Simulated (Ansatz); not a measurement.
An input for Ansatz 0.2.0 (LaAs (rocksalt (001) film, 5 layers)):

```yaml
crystal:
  lattice:
    - [4.3494138111, 0.0, 0.0]
    - [0.0, 4.3494138111, 0.0]
    - [0.0, 0.0, 47.2]
  atoms:
    - { symbol: La, position: [0.0, 0.0, 0.3736565036] }
    - { symbol: As, position: [0.5, 0.5, 0.3727408236] }
    - { symbol: La, position: [0.5, 0.5, 0.4360917543] }
    - { symbol: As, position: [0.0, 0.0, 0.4358740432] }
    - { symbol: La, position: [0.0, 0.0, 0.5] }
    - { symbol: As, position: [0.5, 0.5, 0.5] }
    - { symbol: La, position: [0.5, 0.5, 0.5639082457] }
    - { symbol: As, position: [0.0, 0.0, 0.5641259568] }
    - { symbol: La, position: [0.0, 0.0, 0.6263434964] }
    - { symbol: As, position: [0.5, 0.5, 0.6272591764] }
  periodic: [true, true, false]
kpoints:
  mp_grid: { grid: [2, 2, 1] }
hamiltonian:
  xc: hse06
scf:
  occupations: { method: fermi_dirac, width: 0.03 }
  n_extra_bands: 7
output:
  eigenvalues: true
```

```sh
ansatz run input.yaml --threads 4 --pin off --max-ram 17510MiB --backend cpu --events-out ev --progress --plain --runs-dir out
```

**Question.** How long will it take on 4 threads of Arm Neoverse V2, shared host, and how much memory?

It took 4.6 min; on shared hardware allow 2.3 min to 9.2 min. Peak host memory was 2.4 GiB. The sizes that set the cost: 17485 plane waves a state, 3 irreducible k points and 61 SCF cycles.

Exact exchange couples every pair of k points and filled bands, so it costs far more than a semilocal run.

[Paths, hosts, dates, memory and timing lines, banners, echoed tables and standing remarks are left out of the program output.]

[Logs are printed without paths, hosts, clocks, repeated set-up lines and the standing remarks that a program may print on its own settings, such as how far it seeks lower states.]

[Runs of the session that timed out or met a known fault of the program may be left out.]

[Cells called generated may have been cut or substituted from an entry of the Crystallography Open Database or the Materials Project.]

[Hosts, paths, dates, database ids (printed as entryN), source tags and the programs' standing remarks are cut or masked in the printed files.]
